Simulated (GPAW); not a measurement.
# Quasiparticle gap of LiCNO (R3m) in GPAW, part 2 of 2

How does a plane-wave GW calculation on LiCNO (R3m) run from the first input to the gap?

GPAW 26.7.0; LDA and many-body steps on it, plane waves. Known limits of the many-body steps: not at the basis limit.

So far. Step 3 (Bands along the symmetry lines): The gap is 4.486 eV, as in the run before at this level. Step 4 (Empty states on the mesh, 4×4×4 mesh, 214 bands): On this mesh the gap is 4.486 eV.

## (5) Screening and self-energy, 4×4×4 mesh, 95 bands, screening to 96 eV

Now the one-shot GW correction: screening in the RPA, then the self-energy of the levels asked for.

This step: G0W0 on LDA, plane waves, PAW.

Contents of run.py:

```python
import json
import numpy as np
from gpaw.mpi import world
from gpaw.response.g0w0 import G0W0

gw = G0W0('full.gpw',
    filename='gw',
    kpts=[0, 12],
    bands=(6, 10),
    ecut=96,
    nbands=95,
    integrate_gamma='WS',
    ppa=True)
gw.calculate()
res = {mode: {k: v for k, v in r.items() if k != 'sigma_eskwn'}
       for mode, r in gw.all_results.items()}

if world.rank == 0:
    with open('result.json', 'w') as f:
        json.dump(res, f, default=lambda x: x.tolist())
```

On the command line:

```
$ mpirun -n 4 gpaw python run.py
```

Numbers of over 12 decimals in the logs are rounded to 6 here.

The log of the run:

```text
Using integrator: PointIntegrator
FrequencyGridDescriptor(from 0.000+0.000j to 0.000+27.211j eV, 2 points)
Nonperiodic BCs:  [False False False]
Using integrator: PointIntegrator
FrequencyGridDescriptor(from 0.000+0.000j to 0.000+27.211j eV, 2 points)
Nonperiodic BCs:  [False False False]
  ___  _ _ _
 |   || | | |
 | | || | | |
 |__ ||_____|
 |___|

BZ k-points: Symmetries present (total): 6

  [... matrices ...]
64 k-points: 4 x 4 x 4 Monkhorst-Pack grid + [1/8,1/8,1/8]
13 k-points in the irreducible part of the Brillouin zone
       k-points in crystal coordinates                weights
   0:     0.00000000    0.00000000    0.00000000          1/64
   1:     0.25000000    0.00000000   -0.25000000          6/64
   2:     0.25000000    0.00000000    0.00000000          6/64
   3:     0.25000000    0.25000000   -0.25000000          6/64
   4:     0.25000000    0.25000000    0.00000000          6/64
   5:     0.25000000    0.25000000    0.25000000          2/64
   6:     0.50000000    0.00000000    0.00000000          3/64
   7:     0.50000000    0.25000000   -0.25000000          6/64
   8:     0.50000000    0.25000000    0.00000000         12/64
   9:     0.50000000    0.25000000    0.25000000          6/64
          ...
  12:     0.50000000    0.50000000    0.50000000          1/64

Distributing spins, k-points and bands (1 x 2 x 4) over 4 processes
Number of blocks: 1

Quasi particle states:
k-points (IBZ indices): [0, 12]
Band range: (6, 10)
  [... matrices ...]
Computational parameters:
Plane wave cut-off: 96 eV
Number of bands: 95
Coulomb cutoff: None
Broadening: 0.1 eV

fxc modes: GW
Kernel: RPA
Using Godby-Needs plasmon-pole approximation:
  Fitting energy: i*E0, E0 = 1.000 Hartree
Summing all q:

Calculating screened Coulomb potential
No Coulomb truncation
FrequencyGridDescriptor(from 0.000+0.000j to 0.000+27.211j eV, 2 points)
Removing empty qpoint cache files...

Calculating chi0 body with:
    Ground state adapter containing:
    Number of spins: 1
    Number of kpoints: 64
    Number of irreducible kpoints: 13
    Number of completely occupied states: 8
    Number of partially occupied states: 8
    Occupied states memory: 3.2958984375 M / cpu

    Linear response parametrization:
    q_c: [0.0, 0.0, 0.0]
    Number of frequency points: 2
    Planewave cutoff: 96.0
    Number of bands: 95
    Number of planewaves: 103
    Broadening (eta): 1e-06
    comm.size: 4
    kncomm.size: 4
    blockcomm.size: 1

    Memory estimate of potentially large arrays:
        chi0_wGG: 0.323761 M / cpu
Integrating chi0 body.

Symmetries of q_c:
    Direct symmetries (Uq -> q): 6
    Indirect symmetries (TUq -> q): 6
In total 12 allowed symmetries.

  [... matrices ...]
13 groups of equivalent kpoints. 79.6875% reduction.

Integral kind: response function
Integrating chi0 head and wings.

Symmetries of q_c:
    Direct symmetries (Uq -> q): 6
    Indirect symmetries (TUq -> q): 6
In total 12 allowed symmetries.

  [... matrices ...]
13 groups of equivalent kpoints. 79.6875% reduction.

Integral kind: response function wings

Calculating chi0 body with:
    Ground state adapter containing:
    Number of spins: 1
    Number of kpoints: 64
    Number of irreducible kpoints: 13
    Number of completely occupied states: 8
    Number of partially occupied states: 8
    Occupied states memory: 3.2958984375 M / cpu

    Linear response parametrization:
[... the further q-points ...]

Results:
f:      Occupation numbers
eps:     KS-eigenvalues [eV]
vxc:     KS vxc [eV]
exx:     Exact exchange [eV]
sigma:   Self-energies [eV]
dsigma:  Self-energy derivatives
Z:       Renormalization factors
qp:      QP-energies [eV]

k-point 0 (0): (0.000, 0.000, 0.000)                GW
band       f     eps     vxc     exx   sigma  dsigma       Z      qp
                                                                   GW
   6   1.000   0.316 -18.716 -22.647   2.344  -0.224   0.817  -0.981
   7   1.000   0.316 -18.716 -22.647   2.344  -0.224   0.817  -0.981
   8   0.000   4.954 -11.398  -6.276  -3.214  -0.150   0.869   6.612
   9   0.000   8.280 -17.334 -10.177  -3.414  -0.216   0.822  11.358

k-point 1 (12): (0.500, 0.500, 0.500)                GW
band       f     eps     vxc     exx   sigma  dsigma       Z      qp
                                                                   GW
   6   1.000   0.467 -18.907 -22.775   2.328  -0.224   0.817  -0.792
   7   1.000   0.467 -18.907 -22.775   2.328  -0.224   0.817  -0.792
   8   0.000   5.240 -10.652  -5.520  -3.192  -0.146   0.872   6.932
   9   0.000   8.105 -17.240 -10.194  -3.359  -0.215   0.823  11.141
```

Elapsed: 58 s, on 4 MPI ranks of Arm Neoverse V1, shared host; peak memory 1.6 GiB.

Numbers from this step:

| Property | Result |
| --- | --- |
| G0W0 gap on the points computed | 7.404 eV |
| least direct G0W0 gap on the computed points | 7.593 eV |
| Z at the valence top | 0.8170 |
| Z at the conduction bottom | 0.8692 |
| starting gap on the mesh | 4.486 eV |
| k of the valence top | 0.5, 0.5, 0.5 |
| k of the conduction bottom | 0, 0, 0 |

The gap on the mesh goes from 4.49 eV to 7.40 eV, a correction of +2.92 eV.

Limits: finite bands, cutoff and mesh. v1 is the top filled band, c1 the lowest empty one. Levels before and after the correction, in eV, zero at the valence-band top of each column:

```csv
,conduction bottom,valence top
Kohn-Sham,4.49,0.00
G0W0,7.40,0.00
```

```csv
,level,energy (eV)
Kohn-Sham,Γ v2-v1,-0.151
Kohn-Sham,Γ c1,4.486
Kohn-Sham,Γ c2,7.813
Kohn-Sham,(0.5 0.5 0.5) v2-v1,0.000
Kohn-Sham,(0.5 0.5 0.5) c1,4.773
Kohn-Sham,(0.5 0.5 0.5) c2,7.638
G0W0,Γ v2-v1,-0.189
G0W0,Γ c1,7.404
G0W0,Γ c2,12.149
G0W0,(0.5 0.5 0.5) v2-v1,0.000
G0W0,(0.5 0.5 0.5) c1,7.723
G0W0,(0.5 0.5 0.5) c2,11.932
```

## (6) Where the time went

Times are wall times on 4 MPI ranks of Arm Neoverse V1, shared host, good to a factor of about two.

```csv
step,time,share,memory (GiB)
ground state,18 s,16 %,0.88
bands along the symmetry lines,12 s,11 %,0.92
empty states on the mesh,23 s,21 %,1.6
screening and self-energy,58 s,52 %,1.6
```

## (7) What came out

```json
{
  "LDA gap": "4.49 eV, indirect",
  "G0W0 gap on the mesh": "7.40 eV",
  "GW settings": "4×4×4 mesh, 95 bands, screening to 96 eV, Godby-Needs plasmon pole",
  "known limits": "not at the basis limit"
}
```

G0W0 moves the gap on the mesh from 4.49 eV to 7.40 eV (+2.92 eV), with Z of 0.82 and 0.87 at the edges. Only 2 of the mesh's irreducible points were corrected, so a valley elsewhere could overtake. The dearest step here is «screening and self-energy». Bands and cutoff are finite, so the gap is not at the basis limit. The miss can reach some tenths of an eV and take either sign; the mesh is an error of its own. These stock PAW sets were not made for GW. In the G0W0 run levels were corrected at 2 k points alone, so a gap called «on the mesh» is the least over those, and an edge elsewhere would be missed.

[Paths, hosts, dates, memory and timing lines, banners, echoed tables and standing remarks are left out of the program output.]

[Logs are printed without paths, hosts, clocks, repeated set-up lines and the standing remarks that a program may print on its own settings, such as how far it seeks lower states.]

[Runs of the session that timed out or met a known fault of the program may be left out.]

[Hosts, paths, dates, database ids (printed as entryN), source tags and the programs' standing remarks are cut or masked in the printed files.]
